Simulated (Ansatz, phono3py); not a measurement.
**Heat carried by phonons in NaF (Villiaumite, Fm-3m)**

Wanted: κ(T), lifetimes and mean free paths for NaF (Villiaumite).

What experiment has found for this phase:
- thermal conductivity 18.4 W/m/K near room temperature (given in “Combining the AFLOW GIBBS and Elastic Libraries to efficiently and robustly screen thermo-mechanical properties of solids”, 2017, arXiv:1611.05714)
- thermal conductivity 16.5 W/m/K near room temperature (given in “Predicting the lattice thermal conductivity of solids by solving the Boltzmann transport equation: AFLOW - AAPL an automated, accurate and efficient framework”, 2017, arXiv:1611.05481)

Calculated with Ansatz 0.2.0; DFT PBEsol, scalar-relativistic, plane waves, PAW.

## (1) Set-up

Symmetry: Fm-3m, No. 225, cubic system. Conventional cell: a = 4.640 Å, b = 4.640 Å, c = 4.640 Å, α = 90.00°, β = 90.00°, γ = 90.00°. Na has 6 F at 2.32 Å nearest. F has 6 Na at 2.32 Å nearest. Farther neighbours and most contacts between anions are not listed.

## (2) A first coarse run

Before spending time, one coarse run tells the gap and the pressure of the starting cell.

File input.yaml:

```yaml
crystal:
  lattice:
    - [0.0, 2.32, 2.32]
    - [2.32, 0.0, 2.32]
    - [2.32, 2.32, 0.0]
  atoms:
    - { symbol: Na, position: [0.0, 0.0, 0.0] }
    - { symbol: F, position: [0.5, 0.5, 0.5] }
kpoints:
  mp_grid: { grid: [6, 6, 6] }
hamiltonian:
  xc: pbesol
scf:
  occupations: { method: gaussian, width: 0.1 }
output:
  forces: true
  stress: true
  eigenvalues: true
```

Run with:

```
$ ansatz run input.yaml --threads 16 --pin off --max-ram 30720MiB --backend cpu --events-out ev --progress --plain --runs-dir out
```

Numbers of over 12 decimals in the logs are rounded to 6 here.

The log of the run:

```text
Engine: ansatz 0.2.0, aarch64-unknown-linux-gnu
Pseudopotentials: kind: paw
Pseudopotential: Na, paw, valence charge 9, recommended cutoff 420 eV (normal), Na.paw.azcp
Pseudopotential: F, paw, valence charge 7, recommended cutoff 420 eV (normal), F.paw.azcp
Functional definition: PBEsol
  exchange = pbesol_x
  correlation = pbesol_c
Crystal: 2 atoms, lattice volume = 24.974 Å³
Basis set: ecut = 420 eV, 531 PW (Γ), exchange–correlation on 48×48×48 points (8 copies of the dense FFT grid, shifted against one another)
Bands: 12, of which v1, the nominal top of the filled ones, is band 8 counted from 1 (7 counted from 0)
Symmetry: 48 space group operations
Space group: Fm-3m (ITA 225), of the structure as read, at distance tolerance 2.9e-5 Å
k-points: 16 of 216
Non-local potential: Na, projectors of the file, l = 0: 3, l = 1: 2, l = 2: 1
Non-local potential: F, projectors of the file, l = 0: 2, l = 1: 2, l = 2: 1
PAW form: soft (Blöchl's): semilocal exchange-correlation on the pseudo side does not see the compensation charge
PAW frozen core: Na, regenerated for the run's functional, and the local potential with it (the file was generated under x = pbe(κ = 0.804, μ = 0.219515), c = pbe(β = 0.066725))
PAW frozen core: F, regenerated for the run's functional, and the local potential with it (the file was generated under x = pbe(κ = 0.804, μ = 0.219515), c = pbe(β = 0.066725))
PAW one-centre angular grid: Na, 110 points (default); XC on 64 Gauss nodes
PAW one-centre angular grid: F, 110 points (default); XC on 64 Gauss nodes
Initial density: superposition of atomic densities (neutral atoms: chi_scale 0, normalization atom), corrected by the library's trained network
Initial wavefunctions: pseudopotential atomic-orbital guess
Functional: x = pbesol(κ = 0.804, μ = 0.123457), c = pbesol(β = 0.046)
SCF iter   1: F=—  HF=-2278.929441 eV  |F-HF|=—  |Δ(HF+E_count)|=         —  Δρ=1.16e-2  dr2=2.03e-2  ethr=1.77e-3  ⟨swp⟩=5.0  Hψ=1041  notcnv=0
preconditioner: auto → none  [insulator: Δε(μ)=6.003 eV  Ē_g=26.064 eV  σ=0.100 eV  W_gap=1.00  n_scr=8 (ndim 8)  ℏωp=27.8 eV  f_vac=0.108  D(μ)=0.00/eV (n_scr^D=0)  ε∞_Penn≈2.1]
SCF iter   2: F=—  HF=-2278.923249 eV  |F-HF|=—  |Δ(HF+E_count)|=   6.19e-3  Δρ=5.09e-3  dr2=3.60e-3  ethr=1.27e-4  ⟨swp⟩=2.0  Hψ=430  notcnv=0
SCF iter   3: F=—  HF=-2278.922148 eV  |F-HF|=—  |Δ(HF+E_count)|=   1.10e-3  Δρ=4.67e-4  dr2=3.42e-5  ethr=2.25e-5  ⟨swp⟩=2.0  Hψ=240  notcnv=0
SCF iter   4: F=—  HF=-2278.922166 eV  |F-HF|=—  |Δ(HF+E_count)|=   1.88e-5  Δρ=1.05e-4  dr2=6.29e-7  ethr=2.14e-7  ⟨swp⟩=2.0  Hψ=320  notcnv=0
SCF iter   5: F=—  HF=-2278.922170 eV  |F-HF|=—  |Δ(HF+E_count)|=   3.03e-6  Δρ=4.77e-5  dr2=3.81e-7  ethr=3.93e-9  ⟨swp⟩=2.0  Hψ=303  notcnv=0
SCF iter   6: F=-2278.922169 eV  HF=-2278.922169 eV  |F-HF|=3.86e-9  |Δ(HF+E_count)|=   8.55e-8  Δρ=6.31e-6  dr2=6.45e-9  ethr=6.25e-10  ⟨swp⟩=3.0  Hψ=664  notcnv=0
SCF 1 converged in 6 iterations: F = -2278.922169 eV  dr2 = 6.45e-9
  greatest PAW one-centre occupation: 0.999 electrons in one spin orbital (limit 2), on the Na atom at site 0 (counted from 0), in its partial waves of l = 0
SCF converged after 6 iterations
Free energy (F): -2278.922169 eV
Harris-Foulkes:  -2278.922169 eV  (|F-HF|=3.86e-9)
Internal energy: -2278.922169 eV  (E = F + TS)
E sigma→0 (E₀):  -2278.922169 eV
Fermi energy:    3.980171 eV
--- Per-component energies (eV) ---
  E_band       = -233.585058
  E_kinetic    = 328.395921
  E_local      = -1693.662173  (includes V_loc(G=0)·N_el)
  E_nonlocal   = 189.809951
  E_hartree    = 599.426499
  E_xc         = -118.070136
  E_vxc        = -152.421676  (∫ρ·V_xc dr)
  E_paw        = -447.010448  (= ΣΔE_a)
  E_vpaw       = -104.564953  (= ΣTr[D̂ρ^β])
  E_aug_tail   = 0.001981  (compensation charges beyond the density's cutoff)
  E_ewald      = -1137.910901
  E_core_change = 0.097136  (= ΣΔE_core)
  E_smearing   = -0.000000  (= −TS)
  E_closure    = -0.000000  (closes the sum)
  Σ components = -2278.922169   (vs F -2278.922169, Δ=0.00e0)
--- Forces (eV/Å), atoms counted from 1 ---
  atom   1  Na    -0.00000000     0.00000000     0.00000000
  atom   2  F      0.00000000     0.00000000     0.00000000
  max |Σ_I F_I| component: 4.37e-29 eV/Å
--- Stress (GPa, compression-positive) ---
       -0.338209      -0.000000       0.000000
        0.000000      -0.338209       0.000000
        0.000000      -0.000000      -0.338209
  P = ⅓ Tr σ = -0.3382 GPa (-3.382 kbar)
--- Band table (eV; the first three rows and the last of 16) ---
  k-point 0: bands = [... 4 lower, -17.8846, 0.8984, 0.8984, 0.8984, 7.0601, 19.7041, 19.7041, 19.7041]
  k-point 1: bands = [... 4 lower, -17.5750, 0.4075, 0.8338, 0.8338, 7.9882, 17.1931, 20.1061, 20.1061]
  k-point 2: bands = [... 4 lower, -17.2533, -0.3726, 0.7066, 0.7066, 9.9622, 14.6948, 20.7377, 20.7377]
  k-point 15: bands = [... 4 lower, -17.4995, -0.1956, 0.2434, 0.3652, 13.8819, 13.9465, 15.3895, 18.4807]
```

It took 0.37 s on 16 threads of Arm Neoverse N1, shared host; peak memory 0.27 GiB.

A gap read on the k-mesh alone can miss the band edges.

Numbers from this step:

- pressure: -0.3382 GPa
- gap on the k-mesh: 6.162 eV
- volume per atom: 12.49 Å³

The start is under -0.34 GPa at this level and looks like an insulator or semiconductor on this mesh.

## (3) Finding the static equilibrium

Phonons are second derivatives about a minimum, so cell and atoms are relaxed first, inside the symmetry of the start.

input.yaml, the sections that differ from step 2:

```yaml
kpoints:
  mp_grid: { grid: [8, 8, 8] }
scf:
  occupations: { method: gaussian, width: 0.02 }
output:
  forces: true
  stress: true
  eigenvalues: true
  write_density: true
  write_potential: true
  elf: true
  volumetric_format: npy
relax:
  adjacent_minimum: "off"
  f_tol: 0.005
  max_steps: 80
  cell: { stress_tol: 0.05 }
# crystal, hamiltonian: as in step 2
```

The log of the run:

```text
[...]
Crystal: 2 atoms, lattice volume = 24.974 Å³
Basis set: ecut = 420 eV, 531 PW (Γ), exchange–correlation on 48×48×48 points (8 copies of the dense FFT grid, shifted against one another)
Bands: 12, of which v1, the nominal top of the filled ones, is band 8 counted from 1 (7 counted from 0)
Symmetry: 48 space group operations
[...]
k-points: 29 of 512
[...]
SCF iter   1: F=—  HF=-2278.929262 eV  |F-HF|=—  |Δ(HF+E_count)|=         —  Δρ=1.15e-2  dr2=2.02e-2  ethr=1.77e-3  ⟨swp⟩=5.9  Hψ=1940  notcnv=0
[...]
SCF iter   6: F=-2278.921976 eV  HF=-2278.921976 eV  |F-HF|=5.31e-9  |Δ(HF+E_count)|=   8.47e-8  Δρ=6.99e-6  dr2=8.23e-9  ethr=6.25e-10  ⟨swp⟩=5.0  Hψ=1867  notcnv=0
SCF 1 converged in 6 iterations: F = -2278.921976 eV  dr2 = 8.23e-9
[...]
relax step   1: F+E_penalty+E_count = -2278.92197618 eV  Δ(F+E_penalty+E_count) = +0.000e0 eV  max|allowed force component| = 2.661e-29 eV/Å  Δτ_max = 0.0000 Å  P = -0.340 GPa  Ω = 24.974 Å³  (6 SCF iters, dr2 threshold 1.00e-7 eV, accepted)
Crystal: 2 atoms, lattice volume = 24.913 Å³
[...]
iter 1 solved again at ethr=7.63e-8 eV; its pass at ethr=3.10e-3 eV (dr2=1.22e-5 eV) is discarded
[...]
SCF iter   4: F=-2278.922280 eV  HF=-2278.922280 eV  |F-HF|=4.66e-9  |Δ(HF+E_count)|=   7.83e-8  Δρ=1.61e-5  dr2=3.38e-8  ethr=1.25e-9  ⟨swp⟩=7.9  Hψ=2218  notcnv=0
SCF 2 converged in 4 iterations: F = -2278.922280 eV  dr2 = 3.38e-8
relax step   2: F+E_penalty+E_count = -2278.92227978 eV  Δ(F+E_penalty+E_count) = -3.036e-4 eV  max|allowed force component| = 7.215e-30 eV/Å  Δτ_max = 0.0000 Å  P = -0.208 GPa  Ω = 24.913 Å³  energy of the carried Pulay correction = +1.983e-4 eV  (4 SCF iters, dr2 threshold 2.00e-7 eV, accepted)
Crystal: 2 atoms, lattice volume = 24.816 Å³
[...]
SCF iter   4: F=-2278.922653 eV  HF=-2278.922653 eV  |F-HF|=1.27e-8  |Δ(HF+E_count)|=   1.58e-7  Δρ=2.77e-5  dr2=1.06e-7  ethr=6.77e-10  ⟨swp⟩=5.9  Hψ=1818  notcnv=0
SCF 3 converged in 4 iterations: F = -2278.922653 eV  dr2 = 1.06e-7
relax step   3: F+E_penalty+E_count = -2278.92265322 eV  Δ(F+E_penalty+E_count) = -3.734e-4 eV  max|allowed force component| = 1.311e-29 eV/Å  Δτ_max = 0.0000 Å  P = +0.002 GPa  Ω = 24.816 Å³  energy of the carried Pulay correction = +5.099e-4 eV  (4 SCF iters, dr2 threshold 1.08e-7 eV, accepted)
[...]
SCF iter   1: F=—  HF=-2278.922366 eV  |F-HF|=—  |Δ(HF+E_count)|=         —  Δρ=2.75e-5  dr2=8.75e-8  ethr=4.07e-7  ⟨swp⟩=2.7  Hψ=2819  notcnv=0
eigensolver tolerance schedule: the retry pair's looser diagonalisation over-reported the residual by 742.94 of it (diagonalisation noise at 0.11 of the residual, at the tolerance the schedule requests for it); recorded, not acted on — ethr = c·dr2/N_el stays at c = 1.0e-1
[...]
SCF iter   2: F=—  HF=-2278.922375 eV  |F-HF|=—  |Δ(HF+E_count)|=   9.42e-6  Δρ=1.48e-5  dr2=2.52e-8  ethr=5.47e-10  ⟨swp⟩=2.0  Hψ=580  notcnv=0
[...]
SCF iter   6: F=-2278.922375 eV  HF=-2278.922375 eV  |F-HF|=1.27e-11  |Δ(HF+E_count)|=  2.23e-11  Δρ=3.76e-7  dr2=1.81e-11  ethr=1.00e-12  ⟨swp⟩=3.7  Hψ=1475  notcnv=0
SCF 4 converged in 6 iterations: F = -2278.922375 eV  dr2 = 1.81e-11
relax step   4: F+E_penalty+E_count = -2278.92237498 eV  Δ(F+E_penalty+E_count) = +2.782e-4 eV  max|allowed force component| = 7.428e-30 eV/Å  Δτ_max = 0.0000 Å  P = -0.036 GPa  Ω = 24.816 Å³  stress off target by 3.60e-2 GPa  SCF on the basis re-selected at this cell (its energy is not comparable with the rows above)  (6 SCF iters)
basis re-selected at this cell: Δ(F+E_penalty+E_count) = +2.782e-4 eV, ΔP = -0.038 GPa vs the last step (what re-selecting the basis moved, of the pressure what is left beyond the Pulay correction that the steps carried, after the strain that the cell walked since its last selection, with what the two solves' SCF thresholds leave and, on support functions, any second-order correction that the steps lacked; it is no m [...]
SCF converged after 6 iterations
Free energy (F): -2278.922375 eV
[...]
Internal energy: -2278.922375 eV  (E = F + TS)
E sigma→0 (E₀):  -2278.922375 eV
Fermi energy:    4.042256 eV
[...]
--- Stress (GPa, compression-positive) ---
       -0.036045      -0.000000      -0.000000
       -0.000000      -0.036045      -0.000000
       -0.000000      -0.000000      -0.036045
  P = ⅓ Tr σ = -0.0360 GPa (-0.360 kbar)
--- Band table (eV; the first three rows and the last of 29) ---
  k-point 0: bands = [... 4 lower, -17.8193, 0.9449, 0.9449, 0.9449, 7.1396, 19.7947, 19.7947, 19.7947]
  k-point 1: bands = [... 4 lower, -17.6106, 0.6434, 0.9065, 0.9065, 7.6894, 18.0231, 20.0355, 20.0355]
  k-point 2: bands = [... 4 lower, -17.3360, 0.0320, 0.8148, 0.8148, 9.0091, 15.9338, 20.5707, 20.5707]
  k-point 28: bands = [... 4 lower, -17.3737, 0.0550, 0.0550, 0.3650, 14.0004, 14.0004, 16.1243, 17.7526]
--- Relaxed structure (3 steps of the walk, 3 accepted, 1 SCFs on fresh bases) ---
  F+E_penalty+E_count = -2278.92237498 eV   max|allowed force component| = 7.428e-30 eV/Å   (the final SCF, on the basis selected at the relaxed cell)
  cell:  # Å, volume = 24.8165 Å³
    - [0, 2.315101, 2.315101]
    - [2.315101, 0, 2.315101]
    - [2.315101, 2.315101, 0]
  atoms:
    - { symbol: Na, position: [0, 0, 0] }
    - { symbol: F, position: [0.5, 0.5, 0.5] }
```

Wall time 1.3 s (16 threads); peak memory 0.32 GiB.

Relaxation path:

```tsv
step	energy less that of the first step (eV)	largest force component (eV/Å)	pressure (GPa)	volume (Å³)
1	0.0000	0.0000	-0.34	24.97
2	-0.0003	0.0000	-0.21	24.91
3	-0.0007	0.0000	0.00	24.82
4*	-0.0004	0.0000	-0.04	24.82
```

Relaxation steps marked * repeat the geometry before them on a plane-wave basis chosen anew for their cell, so energy and pressure can jump there.

The run keeps the 48 symmetry operations that it works with, so distortions that break them were not tested.

```tsv
conventional cell, symmetrised	before	after	change
a (Å)	4.640	4.630	-0.2 %
b (Å)	4.640	4.630	-0.2 %
c (Å)	4.640	4.630	-0.2 %
volume (Å³/atom)	12.49	12.41	-0.6 %
```

Final coordinates:

```
Na F
1.0
     0.00000    2.31510    2.31510
     2.31510    0.00000    2.31510
     2.31510    2.31510    0.00000
Na F
1 1
Cartesian
  0.0000 0.0000 0.0000
  2.3151 2.3151 2.3151
```

This step gave:

```
pressure          : -0.03604 GPa
gap on the k-mesh : 6.195 eV
volume per atom   : 12.41 Å³
```

Valence density in the ac plane of the conventional cell at fractional y = 0.000, with atoms of Na and F within 0.2 Å of it. It is the smooth field of the valence electrons, not physical close to the nuclei.

Ten even steps from '0' (0 e/Å³) to '9' (18 e/Å³), each cell a mean:
```
72000034200015
10000001000000
00000000000000
00000000000000
10000001000000
42000057200003
62000179400015
21000023100002
00000000000000
00000000000000
00000000000000
31000012100002
94000156200017
```
Columns run along a (4.6 Å), rows up along c (4.6 Å), edges of the conventional cell, whose origin can differ from the input's. Atoms in or near the plane, at fractional coordinates: Na at (0.00, 0.00), Na at (0.50, 0.50), F at (0.50, 0.00), F at (0.00, 0.50).

Electrostatic potential energy in the ac plane of the conventional cell at fractional y = 0.000, with atoms of Na and F within 0.2 Å of it. With pseudopotentials it is smooth inside the atoms' cores, unlike the true potential.

Ten even steps from '_' (-61 eV) to '@' (8 eV), each cell a mean:
```
__--%%@@@@##----++@@@@@@**..
**##@@@@@@@@##**%%@@@@@@%%**
@@@@@@@@@@@@@@@@@@@@@@@@@@@@
@@@@@@@@@@@@@@@@@@@@@@@@@@@@
##%%@@@@@@%%##**%%@@@@@@@@##
--++@@@@@@**..__==%%@@@@##--
::==%%@@@@++____::%%@@@@**--
==**@@@@@@##==::**%%@@@@%%++
@@@@@@@@@@@@%%%%%%@@@@@@@@@@
@@@@@@@@@@@@@@@@@@@@@@@@@@@@
%%@@@@@@@@@@@@@@@@@@@@@@@@%%
--**%%@@@@%%++==**@@@@@@##==
__::%%@@@@**----==%%@@@@++__
```
Columns run along a (4.6 Å; values clipped at the 3rd and 97th percentile), rows up along c (4.6 Å), edges of the conventional cell, whose origin can differ from the input's. Atoms in or near the plane, at fractional coordinates: Na at (0.00, 0.00), Na at (0.50, 0.50), F at (0.50, 0.00), F at (0.00, 0.50).

ELF in the ac plane of the conventional cell at fractional y = 0.000, with atoms of Na and F within 0.2 Å of it. It is the smooth field of the valence electrons, not physical close to the nuclei.

Ten even steps from '0' (0.02) to '9' (0.80), each cell a mean:
```
57306998982166
64104899971035
10001355420000
54200001000134
99610255410489
89820665630699
69931653640698
99820566620599
87510123100368
21000111100011
31002678741002
66205999982047
36406986993165
```
Columns run along a (4.6 Å), rows up along c (4.6 Å), edges of the conventional cell, whose origin can differ from the input's. Atoms in or near the plane, at fractional coordinates: Na at (0.00, 0.00), Na at (0.50, 0.50), F at (0.50, 0.00), F at (0.00, 0.50).

## (4) Relaxing to small residual forces and stress

The relaxation is repeated with tighter thresholds on force and stress, since phonons are sensitive to what is left; a change of mesh or smearing in the input moves the cell too.

File input.yaml:

```yaml
crystal:
  lattice:
    - [0.0, 2.3151009207, 2.3151009207]
    - [2.3151009207, 0.0, 2.3151009207]
    - [2.3151009207, 2.3151009207, 0.0]
  atoms:
    - { symbol: Na, position: [0.0, 0.0, 0.0] }
    - { symbol: F, position: [0.5, 0.5, 0.5] }
kpoints:
  mp_grid: { grid: [9, 9, 9] }
hamiltonian:
  xc: pbesol
scf:
  occupations: { method: fixed }
output:
  forces: true
  stress: true
  eigenvalues: true
relax:
  adjacent_minimum: "off"
  f_tol: 0.001
  max_steps: 60
  cell: { stress_tol: 0.01 }
```

The log of the run:

```text
[...]
Crystal: 2 atoms, lattice volume = 24.816 Å³
Basis set: ecut = 420 eV, 531 PW (Γ), exchange–correlation on 48×48×48 points (8 copies of the dense FFT grid, shifted against one another)
Bands: 12, of which v1, the nominal top of the filled ones, is band 8 counted from 1 (7 counted from 0)
Symmetry: 48 space group operations
[...]
k-points: 35 of 729
[...]
k-point 34: bands = [... 4 lower, -17.3536, -0.0678, 0.1542, 0.4247, 13.6131, 14.0607, 16.3621, 18.1195]
--- Relaxed structure (3 steps of the walk, 3 accepted, 1 SCFs on fresh bases) ---
[...]
cell:  # Å, volume = 24.7994 Å³
    - [0, 2.314569, 2.314569]
    - [2.314569, 0, 2.314569]
    - [2.314569, 2.314569, 0]
  atoms:
    - { symbol: Na, position: [0, 0, 0] }
    - { symbol: F, position: [0.5, 0.5, 0.5] }
[key lines of the parts left out:]
SCF converged after 8 iterations
Free energy (F): -2278.922372 eV
Fermi energy:    0.949929 eV
P = ⅓ Tr σ = -0.0039 GPa (-0.039 kbar)
```

Run time: 1.2 s. Hardware: 16 threads; peak memory 0.32 GiB.

Little changed from the start: no atom moved by 0.005 Å and no cell edge by 0.1 %.

Numbers from this step:

```yaml
pressure: -0.003878 GPa
gap_on_the_k_mesh: 6.198 eV
volume_per_atom: 12.40 Å³
```

The residual pressure is -0.0039 GPa, small enough for phonons.

(Part 1 of 4 ends here.)

[Logs are printed without paths, hosts, clocks, repeated set-up lines and the standing remarks that a program may print on its own settings, such as how far it seeks lower states.]

[Hosts, paths, dates, database ids (printed as entryN), source tags and the programs' standing remarks are cut or masked in the printed files.]

[A step with changed settings may run another functional than the one named; its input shows which.]

[Pressures of single members of a volume series are the stress at the run's cutoff; with an incomplete basis they can lie off −dE/dV of the same runs, and they are not shown converged.]
